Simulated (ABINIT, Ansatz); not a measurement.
# Calculated records

```
TlIO3 (R3m): one start, several treatments of the self-energy
1.0
     3.15079    1.81911    2.65543
    -3.15079    1.81911    2.65543
     0.00000   -3.63822    2.65543
Tl I O
1 1 3
Direct
  0.00875 0.00875 0.00875
  0.50187 0.50187 0.50187
  0.90329 0.46190 0.46190
  0.46190 0.90329 0.46190
  0.46190 0.46190 0.90329
# method: RPA screening on PBEsol, plane waves, norm-conserving pseudopotentials (and 3 further levels or steps)
# program: ABINIT 10.8.3
# settings: cutoff 42 Ha, PseudoDojo scalar-relativistic 0.4 stringent, norm-conserving, ngkpt (2, 2, 2), nband 88, ecuteps 4.2 Ha, gwcalctyp 2, nfreqre 16, nfreqim 8, inclvkb 2, freqremax 40 eV, spmeth 1, nomegasf 120, shiftk (0, 0, 0), symchi 1, awtr 1, frequency cd, 2×2×2 k-mesh
# cost: 8 runs, 2.3 min in all on 4 MPI ranks of Arm Neoverse V1, shared host
# notes: The program’s warnings: Min real frequency set to default [Ha] =. The cell and positions are those that the Materials Project relaxed with its own functionals (PBE, PBE+U or r2SCAN), kept fixed. Limits: no spin-orbit coupling. The 2×2×2 mesh is coarse for this cell, which bears on the long-range parts of exchange and screening.
# G0W0, Godby-Needs plasmon pole: 4.195 eV
# G0W0, Hybertsen-Louie plasmon pole: 4.378 eV
# G0W0, Engel-Farid plasmon pole: 4.231 eV
# one-shot Hartree-Fock: 10.358 eV
# G0W0, contour deformation: 4.131 eV
# known limits: short of the basis limit; no spin-orbit coupling; coarse k mesh
```

[Long decimals in the printed logs are rounded to 6 places.]

[Logs are printed without paths, hosts, clocks, repeated set-up lines and the standing remarks that a program may print on its own settings, such as how far it seeks lower states.]

[Paths, hosts, dates, memory and timing lines, banners, echoed tables and standing remarks are left out of the program output; an Ansatz launch command may be rebuilt from the run's recorded settings. Measured values are a selection of at most five: reports struck by readers or far from the other reports are left out. None is set beside runs whose start may be inverted or whose files or cutoffs have a known fault.]

[Runs of the session that timed out or met a known fault of the program may be left out.]

[Hosts, paths, dates, database ids (printed as entryN), source tags and the programs' standing remarks are cut or masked in the printed files.]

[G0W0 gaps are taken among the corrected bands and points alone; a level outside them can change the order at an edge.]

[Where Ansatz stands beside ABINIT at settings called matched, ABINIT's density can come from a denser mesh and the files from another edition; pairs whose starting gaps differed by over 0.03 eV were left out, so agreement reads better than it is.]
